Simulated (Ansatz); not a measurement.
# SrLiH3 in R-3c, a phase reached by a soft mode: following an unstable mode, part 2 of 3

Which phase does SrLiH3 in R-3c, a phase reached by a soft mode fall into along its unstable mode, and how much energy does it gain?

Ansatz 0.2.0; DFT PBEsol, scalar-relativistic, plane waves, PAW; PAW set soft_1.

So far. Step 4 (The mode frozen in, largest atomic shift 0.6 Å): The run ends at a pressure of -3.16 GPa, with forces up to 0.16 eV/Å. Step 5 (Energy along the mode, all amplitudes (two of the runs …): The lowest of the steps tried is the last one, at 0.6 Å, 13.3 meV/atom below the parent; the bottom of the well need not coincide with a step.

The structure was built from a prototype and need not be the compound's stable phase.

## 6. Relaxation from the frozen mode

Starting from the lowest point found, all atoms and the cell are let go, so that strain and other modes of the same symmetry can join in.

Input file input.yaml:

```yaml
crystal:
  lattice:
    - [2.8529679138, 1.647161793, 5.6549075091]
    - [-2.8529679138, 1.647161793, 5.6549075091]
    - [0.0, -3.2943235861, 5.6549075091]
  atoms:
    - { symbol: Li, position: [0.7405462717, 0.7405462717, 0.7405462717] }
    - { symbol: Li, position: [0.2405462717, 0.2405462717, 0.2405462717] }
    - { symbol: Sr, position: [0.499813124, 0.499813124, 0.499813124] }
    - { symbol: Sr, position: [-0.000186876, -0.000186876, -0.000186876] }
    - { symbol: H, position: [0.0517985146, 0.855086274, 0.4244475047] }
    - { symbol: H, position: [0.9244475047, 0.355086274, 0.5517985146] }
    - { symbol: H, position: [0.4244475047, 0.0517985146, 0.855086274] }
    - { symbol: H, position: [0.5517985146, 0.9244475047, 0.355086274] }
    - { symbol: H, position: [0.355086274, 0.5517985146, 0.9244475047] }
    - { symbol: H, position: [0.855086274, 0.4244475047, 0.0517985146] }
kpoints:
  mp_grid: { grid: [6, 6, 6] }
hamiltonian:
  xc: pbesol
  pseudopotentials: { kind: paw, azcp: { folder: soft_1 }, xc_functional: pbe }
scf:
  occupations: { method: fixed }
output:
  forces: true
  stress: true
  eigenvalues: true
relax:
  adjacent_minimum: "off"
  f_tol: 0.002
  max_steps: 120
  cell: { stress_tol: 0.03 }
```

Run with:

```
$ ansatz run input.yaml --threads 8 --pin off --max-ram 16384MiB --backend cpu --events-out ev --progress --plain --runs-dir out
```

Numbers of over 12 decimals in the logs are rounded to 6 here.

The program printed:

```text
[...]
Crystal: 10 atoms, lattice volume = 159.445 Å³
Basis set: ecut = 420 eV, 3121 PW (Γ), exchange–correlation on 90×90×90 points (8 copies of the dense FFT grid, shifted against one another)
Bands: 26, of which v1, the nominal top of the filled ones, is band 16 counted from 1 (15 counted from 0)
Symmetry: 6 space group operations
[...]
k-points: 32 of 216 (time reversal used)
[...]
SCF iter   1: F=—  HF=-7489.355758 eV  |F-HF|=—  |Δ(HF+E_count)|=         —  Δρ=4.88e-2  dr2=4.71e0  ethr=3.10e-3  ⟨swp⟩=5.4  Hψ=3801  notcnv=0  defer=230
[...]
SCF iter   7: F=-7487.921704 eV  HF=-7487.921704 eV  |F-HF|=8.05e-8  |Δ(HF+E_count)|=   1.22e-7  Δρ=6.92e-6  dr2=8.43e-8  ethr=3.13e-10  ⟨swp⟩=19.7  Hψ=7718  notcnv=0
SCF 1 converged in 7 iterations: F = -7487.921704 eV  dr2 = 8.43e-8
[...]
relax step   1: F+E_penalty+E_count = -7487.92170397 eV  Δ(F+E_penalty+E_count) = +0.000e0 eV  max|allowed force component| = 1.503e-1 eV/Å  Δτ_max = 0.0000 Å  P = -3.157 GPa  Ω = 159.445 Å³  (7 SCF iters, dr2 threshold 1.00e-7 eV, accepted)
Crystal: 10 atoms, lattice volume = 145.651 Å³
Basis set: ecut = 420 eV, 2861 PW (Γ), exchange–correlation on 90×90×90 points (8 copies of the dense FFT grid, shifted against one another)
[...]
iter 1 solved again at ethr=1.16e-4 eV; its pass at ethr=3.10e-3 eV (dr2=3.70e-2 eV) is discarded
[...]
SCF iter   5: F=-7488.230428 eV  HF=-7488.230428 eV  |F-HF|=1.92e-7  |Δ(HF+E_count)|=   6.30e-6  Δρ=1.14e-5  dr2=2.32e-7  ethr=3.12e-9  ⟨swp⟩=15.4  Hψ=6489  notcnv=0
SCF 2 converged in 5 iterations: F = -7488.230428 eV  dr2 = 2.32e-7
relax step   2: F+E_penalty+E_count = -7488.23042771 eV  Δ(F+E_penalty+E_count) = -3.087e-1 eV  max|allowed force component| = 2.464e-1 eV/Å  Δτ_max = 0.0896 Å  P = -1.391 GPa  Ω = 145.651 Å³  energy of the carried Pulay correction = +4.228e-3 eV  (5 SCF iters, dr2 threshold 1.00e-6 eV, accepted)
Crystal: 10 atoms, lattice volume = 134.527 Å³
Basis set: ecut = 420 eV, 2591 PW (Γ), exchange–correlation on 90×90×90 points (8 copies of the dense FFT grid, shifted against one another)
[...]
SCF iter   5: F=-7488.526487 eV  HF=-7488.526486 eV  |F-HF|=3.07e-7  |Δ(HF+E_count)|=   6.88e-6  Δρ=1.77e-5  dr2=4.93e-7  ethr=3.12e-9  ⟨swp⟩=16.1  Hψ=6704  notcnv=0
SCF 3 converged in 5 iterations: F = -7488.526487 eV  dr2 = 4.93e-7
relax step   3: F+E_penalty+E_count = -7488.52648675 eV  Δ(F+E_penalty+E_count) = -2.961e-1 eV  max|allowed force component| = 4.361e-1 eV/Å  Δτ_max = 0.0790 Å  P = -0.612 GPa  Ω = 134.527 Å³  energy of the carried Pulay correction = +7.928e-3 eV  (5 SCF iters, dr2 threshold 1.00e-6 eV, accepted)
[... from here on, the SCF cycles and remarks between the steps are left out ...]
relax step   4: F+E_penalty+E_count = -7488.89099529 eV  Δ(F+E_penalty+E_count) = -3.645e-1 eV  max|allowed force component| = 6.094e-1 eV/Å  Δτ_max = 0.0930 Å  P = -0.060 GPa  Ω = 124.255 Å³  energy of the carried Pulay correction = +1.160e-2 eV  (5 SCF iters, dr2 threshold 1.00e-6 eV, accepted)
relax step   5: F+E_penalty+E_count = -7489.25238797 eV  Δ(F+E_penalty+E_count) = -3.614e-1 eV  max|allowed force component| = 7.930e-1 eV/Å  Δτ_max = 0.1058 Å  P = +0.955 GPa  Ω = 114.490 Å³  energy of the carried Pulay correction = +1.535e-2 eV  (5 SCF iters, dr2 threshold 1.00e-6 eV, accepted)
relax step   6: F+E_penalty+E_count = -7489.70423770 eV  Δ(F+E_penalty+E_count) = -4.518e-1 eV  max|allowed force component| = 3.996e-1 eV/Å  Δτ_max = 0.2000 Å  P = +0.053 GPa  Ω = 108.561 Å³  energy of the carried Pulay correction = +1.776e-2 eV  (5 SCF iters, dr2 threshold 1.00e-6 eV, accepted)
relax step   7: F+E_penalty+E_count = -7489.85455381 eV  Δ(F+E_penalty+E_count) = -1.503e-1 eV  max|allowed force component| = 2.352e-2 eV/Å  Δτ_max = 0.1731 Å  P = +0.173 GPa  Ω = 105.451 Å³  energy of the carried Pulay correction = +1.907e-2 eV  (5 SCF iters, dr2 threshold 1.00e-6 eV, accepted)
relax step   8: F+E_penalty+E_count = -7489.85677641 eV  Δ(F+E_penalty+E_count) = -2.223e-3 eV  max|allowed force component| = 3.505e-3 eV/Å  Δτ_max = 0.0330 Å  P = -0.013 GPa  Ω = 105.811 Å³  energy of the carried Pulay correction = +1.892e-2 eV  (5 SCF iters, dr2 threshold 9.78e-8 eV, accepted)
relax step   9: F+E_penalty+E_count = -7489.85687143 eV  Δ(F+E_penalty+E_count) = -9.502e-5 eV  max|allowed force component| = 7.100e-4 eV/Å  Δτ_max = 0.0065 Å  P = -0.001 GPa  Ω = 105.780 Å³  energy of the carried Pulay correction = +1.893e-2 eV  (5 SCF iters, dr2 threshold 7.68e-10 eV, accepted)
relax step  10: F+E_penalty+E_count = -7489.85014948 eV  Δ(F+E_penalty+E_count) = +6.722e-3 eV  max|allowed force component| = 7.112e-4 eV/Å  Δτ_max = 0.0000 Å  P = -0.063 GPa  Ω = 105.780 Å³  stress off target by 6.83e-2 GPa  SCF on the basis re-selected at this cell (its energy is not comparable with the rows above)  (5 SCF iters)
relax step  11: F+E_penalty+E_count = -7489.85024486 eV  Δ(F+E_penalty+E_count) = -9.538e-5 eV  max|allowed force component| = 1.388e-4 eV/Å  Δτ_max = 0.0013 Å  P = -0.001 GPa  Ω = 105.638 Å³  energy of the carried Pulay correction = +6.388e-5 eV  (4 SCF iters, dr2 threshold 1.17e-8 eV, accepted)
[...]
SCF iter   1: F=—  HF=-7489.850222 eV  |F-HF|=—  |Δ(HF+E_count)|=         —  Δρ=1.83e-6  dr2=1.58e-9  ethr=9.91e-7  ⟨swp⟩=3.3  Hψ=5938  notcnv=0  defer=252
eigensolver tolerance schedule: the retry pair's looser diagonalisation over-reported the residual by 200354.01 of it (diagonalisation noise at an unbounded share of the residual, at the tolerance the schedule requests for it); recorded, not acted on — ethr = c·dr2/N_el stays at c = 1.0e-1
[...]
SCF iter   2: F=—  HF=-7489.850225 eV  |F-HF|=—  |Δ(HF+E_count)|=   2.33e-6  Δρ=9.71e-7  dr2=3.48e-10  ethr=4.94e-12  ⟨swp⟩=5.0  Hψ=2270  notcnv=0  defer=247
[...]
SCF iter   4: F=-7489.850225 eV  HF=-7489.850225 eV  |F-HF|=0.00e0  |Δ(HF+E_count)|=  8.73e-11  Δρ=1.50e-8  dr2=1.25e-13  ethr=1.00e-12  ⟨swp⟩=15.8  Hψ=6434  notcnv=0
SCF 12 converged in 4 iterations: F = -7489.850225 eV  dr2 = 1.25e-13
relax step  12: F+E_penalty+E_count = -7489.85022468 eV  Δ(F+E_penalty+E_count) = +2.019e-5 eV  max|allowed force component| = 1.398e-4 eV/Å  Δτ_max = 0.0000 Å  P = -0.001 GPa  Ω = 105.638 Å³  stress off target by 2.77e-3 GPa  SCF on the basis re-selected at this cell (its energy is not comparable with the rows above)  (4 SCF iters)
[...]
SCF converged after 4 iterations
Free energy (F): -7489.850225 eV
[...]
Internal energy: -7489.850225 eV  (E = F + TS)
E sigma→0 (E₀):  -7489.850225 eV
Fermi energy:    5.641498 eV
[...]
--- Forces (eV/Å), atoms counted from 1 ---
  atom   1  Li     0.00000000     0.00000000    -0.00005871
  atom   2  Li     0.00000000     0.00000000    -0.00005871
  atom   3  Sr     0.00000000     0.00000000    -0.00003536
  atom   4  Sr    -0.00000000     0.00000000    -0.00003536
  atom   5  H     -0.00012652     0.00006054     0.00003135
  atom   6  H     -0.00011569     0.00007930     0.00003135
  atom   7  H      0.00001083    -0.00013984     0.00003135
  atom   8  H     -0.00001083    -0.00013984     0.00003135
  atom   9  H      0.00012652     0.00006054     0.00003135
  atom  10  H      0.00011569     0.00007930     0.00003135
  max |Σ_I F_I| component: 3.11e-8 eV/Å
--- Stress (GPa, compression-positive) ---
       -0.000809      -0.000000      -0.000000
        0.000000      -0.000809       0.000000
       -0.000000       0.000000      -0.002769
  P = ⅓ Tr σ = -0.0015 GPa (-0.015 kbar)
--- Band table (eV; the first three rows and the last of 32) ---
  k-point 0: bands = [... 12 lower, 2.2696, 2.2696, 4.3462, 4.3462, 10.6694, 11.1060, 11.1060, 11.1060, ... 6 higher]
  k-point 1: bands = [... 12 lower, 2.4465, 2.4467, 4.2822, 4.2822, 10.1353, 10.2763, 10.7369, 10.7370, ... 6 higher]
  k-point 2: bands = [... 12 lower, 2.9246, 2.9247, 4.0330, 4.0331, 9.0735, 9.0916, 10.0235, 10.0236, ... 6 higher]
  k-point 31: bands = [... 12 lower, 3.5358, 3.5358, 3.5358, 3.5358, 8.6549, 8.6549, 9.7629, 9.7629, ... 6 higher]
--- Relaxed structure (10 steps of the walk, 10 accepted, 2 SCFs on fresh bases) ---
  F+E_penalty+E_count = -7489.85022468 eV   max|allowed force component| = 1.398e-4 eV/Å   (the final SCF, on the basis selected at the relaxed cell)
  cell:  # Å, volume = 105.6383 Å³
    - [2.653053, 1.531741, 4.332503]
    - [-2.653053, 1.531741, 4.332503]
    - [-5.506027650681296e-17, -3.063481, 4.332503]
  atoms:
    - { symbol: Li, position: [0.714339, 0.714339, 0.714339] }
    - { symbol: Li, position: [0.214339, 0.214339, 0.214339] }
    - { symbol: Sr, position: [0.464339, 0.464339, 0.464339] }
    - { symbol: Sr, position: [-0.035661, -0.035661, -0.035661] }
    - { symbol: H, position: [-0.035613, 0.964286, 0.464341] }
    - { symbol: H, position: [0.964341, 0.464286, 0.464387] }
    - { symbol: H, position: [0.464341, -0.035613, 0.964286] }
    - { symbol: H, position: [0.464387, 0.964341, 0.464286] }
    - { symbol: H, position: [0.464286, 0.464387, 0.964341] }
    - { symbol: H, position: [0.964286, 0.464341, -0.035613] }
```

Elapsed: 21 s, on 8 threads of Intel Xeon at 2.60GHz (Ice Lake), shared host; peak memory 0.67 GiB; 2.4 min of CPU time.

Relaxation path:

```csv
step,energy less that of the first step (eV),largest force component (eV/Å),pressure (GPa),volume (Å³)
1,0.0000,0.1503,-3.16,159.44
2,-0.3087,0.2464,-1.39,145.65
3,-0.6048,0.4361,-0.61,134.53
4,-0.9693,0.6094,-0.06,124.25
5,-1.3307,0.7930,0.96,114.49
6,-1.7825,0.3996,0.05,108.56
7,-1.9328,0.0235,0.17,105.45
8,-1.9351,0.0035,-0.01,105.81
9,-1.9352,0.0007,0.00,105.78
10*,-1.9284,0.0007,-0.06,105.78
11,-1.9285,0.0001,0.00,105.64
12*,-1.9285,0.0001,0.00,105.64
```

Relaxation steps marked * repeat the geometry before them on a plane-wave basis chosen anew for their cell, so energy and pressure can jump there.

Forces are held to the 6 operations that the run works with; a distortion that breaks them can't arise in this run.

```csv
cell as run,before,after,change
a (Å),6.545,5.306,-18.9 %
b (Å),6.545,5.306,-18.9 %
c (Å),6.545,5.306,-18.9 %
α (°),51.69,60.00,+16.1 %
β (°),51.69,60.00,+16.1 %
γ (°),51.69,60.00,+16.1 %
volume (Å³/atom),15.94,10.56,-33.7 %
```

The atoms that moved most (Å, as changes of fractional coordinates times the final cell):

```csv
atom,dx,dy,dz,length
H8,-0.338,-0.407,0.267,0.593
H5,-0.522,-0.089,0.267,0.593
H7,0.338,-0.407,0.267,0.593
H6,-0.184,0.496,0.267,0.593
H9,0.522,-0.089,0.267,0.593
H10,0.184,0.496,0.267,0.593
Sr4,0.000,0.000,-0.461,0.461
Sr3,0.000,0.000,-0.461,0.461
```

The relaxed structure:

```cif
data_structure
_symmetry_space_group_name_H-M 'P 1'
_symmetry_Int_Tables_number 1
_cell_length_a 5.3062
_cell_length_b 5.3062
_cell_length_c 5.3062
_cell_angle_alpha 59.999
_cell_angle_beta 59.999
_cell_angle_gamma 59.999
_cell_volume 105.64
loop_
_atom_site_label
_atom_site_type_symbol
_atom_site_fract_x
_atom_site_fract_y
_atom_site_fract_z
_atom_site_occupancy
Li1 Li 0.71434 0.71434 0.71434 1
Li2 Li 0.21434 0.21434 0.21434 1
Sr3 Sr 0.46434 0.46434 0.46434 1
Sr4 Sr 0.96434 0.96434 0.96434 1
H5 H 0.96439 0.96429 0.46434 1
H6 H 0.96434 0.46429 0.46439 1
H7 H 0.46434 0.96439 0.96429 1
H8 H 0.46439 0.96434 0.46429 1
H9 H 0.46429 0.46439 0.96434 1
H10 H 0.96429 0.46434 0.96439 1
```

Numbers from this step:

```yaml
pressure: -0.001462 GPa
gap_on_the_k_mesh: 1.619 eV
volume_per_atom: 10.56 Å³
```

The distorted start has space group R3c; the relaxation ends in Pm-3m.

## 7. The new phase in its own primitive cell

The relaxed structure is symmetrised, reduced to its primitive cell and relaxed tightly, as its phonons need.

System of this step: SrLiH3 (model cell, started as cubic perovskite with Sr in the octahedra). Symmetry: Pm-3m, No. 221, cubic system. The conventional cell has a = 3.752 Å, b = 3.752 Å, c = 3.752 Å, α = 90.00°, β = 90.00°, γ = 90.00°. Li has 6 H at 1.88 Å nearest. Sr has 12 H at 2.65 Å nearest. Nearest to H lie 2 Li at 1.88 Å and 8 H at 2.65 Å and 4 Sr at 2.65 Å. Farther neighbours are not listed.

input.yaml, the sections that differ from step 6:

```yaml
crystal:
  lattice:
    - [3.7520081066, 0.0, 0.0]
    - [0.0, 3.7520081066, 0.0]
    - [0.0, 0.0, 3.7520081066]
  atoms:
    - { symbol: Li, position: [0.0, 0.0, 0.0] }
    - { symbol: Sr, position: [0.5, 0.5, 0.5] }
    - { symbol: H, position: [0.0, 0.5, 0.0] }
    - { symbol: H, position: [0.0, 0.0, 0.5] }
    - { symbol: H, position: [0.5, 0.0, 0.0] }
relax:
  adjacent_minimum: "off"
  f_tol: 0.001
  max_steps: 60
  cell: { stress_tol: 0.01 }
# kpoints, hamiltonian, scf, output: as in step 6
```

The program printed:

```text
[...]
Crystal: 5 atoms, lattice volume = 52.819 Å³
Basis set: ecut = 420 eV, 1021 PW (Γ), exchange–correlation on 54×54×54 points (8 copies of the dense FFT grid, shifted against one another)
Bands: 13, of which v1, the nominal top of the filled ones, is band 8 counted from 1 (7 counted from 0)
Symmetry: 48 space group operations
[...]
k-points: 20 of 216
[...]
--- Relaxed structure (1 steps of the walk, 1 accepted, 1 SCFs on fresh bases) ---
[...]
cell:  # Å, volume = 52.8191 Å³
    - [3.7520081066, 0.0, 0.0]
    - [0.0, 3.7520081066, 0.0]
    - [0.0, 0.0, 3.7520081066]
  atoms:
    - { symbol: Li, position: [0.0, 0.0, 0.0] }
    - { symbol: Sr, position: [0.5, 0.5, 0.5] }
    - { symbol: H, position: [0.0, 0.5, 0.0] }
    - { symbol: H, position: [0.0, 0.0, 0.5] }
    - { symbol: H, position: [0.5, 0.0, 0.0] }
[key lines of the parts left out:]
SCF converged after 5 iterations
Free energy (F): -3744.924797 eV
Fermi energy:    5.641801 eV
P = ⅓ Tr σ = 0.0024 GPa (0.024 kbar)
```

Elapsed: 0.79 s, on 8 threads; peak memory 0.36 GiB; 3.2 s of CPU time.

Little changed from the start: no atom moved by 0.005 Å and no cell edge by 0.1 %.

This step gave:

- pressure: 0.002367 GPa
- gap on the k-mesh: 1.618 eV
- direct gap on mesh: 2.679 eV

The forces vanish by symmetry and the pressure is 0.002 GPa, within the tolerances set. The cell now holds 10.56 Å³/atom.

[end of part 2 of 3]

[Logs are printed without paths, hosts, clocks, repeated set-up lines and the standing remarks that a program may print on its own settings, such as how far it seeks lower states.]

[Hosts, paths, dates, database ids (printed as entryN), source tags and the programs' standing remarks are cut or masked in the printed files.]
